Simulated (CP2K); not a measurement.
Two runs for the C K edge of silacyclobutane. Run A: CP2K XAS_TDP, all-electron GAPW, PBEh(45%), aug-pc-1, TDA, no relativity. Run B differs in one setting.

First lines with a strength over 0.0015. A:

```
                                 atom  energy (eV)  states  strength, one atom
           C1 (bonded to 2 C and 2 H)       283.77       1              0.0067
                                            284.03       1              0.0104
                                            284.18       1              0.0164
                                            285.20       1              0.0037
                                            285.34       1              0.0031
C2 (bonded to C, Si and 2 H), 2 alike       282.98       1              0.0084
                                            283.33       1              0.0130
                                            283.61       1              0.0137
                                            283.89       1              0.0098
                                            284.39       1              0.0049
```

B:

```
                                 atom  energy (eV)  states  strength, one atom
           C1 (bonded to 2 C and 2 H)       288.52       1              0.0121
                                            288.81       1              0.0303
                                            288.86       1              0.0242
                                            289.75       1              0.0063
                                            290.24       1              0.0088
C2 (bonded to C, Si and 2 H), 2 alike       287.63       1              0.0177
                                            288.07       1              0.0241
                                            288.27       1              0.0263
                                            288.70       1              0.0136
                                            289.42       1              0.0033
```

Which was it: the functional, the basis, scalar relativity switched on, GW2X switched on?

The functional (functional from PBEh(45%) to PBEh(60%); the lines alone don't name the new value). A functional moves all lines by electronvolts and changes their spacings and strengths. Against PBEh(45%) in aug-pc-1, the leading lines move by +4.75 eV (C1, to 288.52) and +4.65 eV (C2, to 287.63); the strength of C1's goes from 0.0067 to 0.0121.

[Banner, clock and machine lines of the logs are left out without a mark of their own.]

[Logs are printed without paths, hosts, clocks, repeated set-up lines and the standing remarks that a program may print on its own settings, such as how far it seeks lower states.]

[Hosts, paths, dates, database ids (printed as entryN), source tags and the programs' standing remarks are cut or masked in the printed files.]
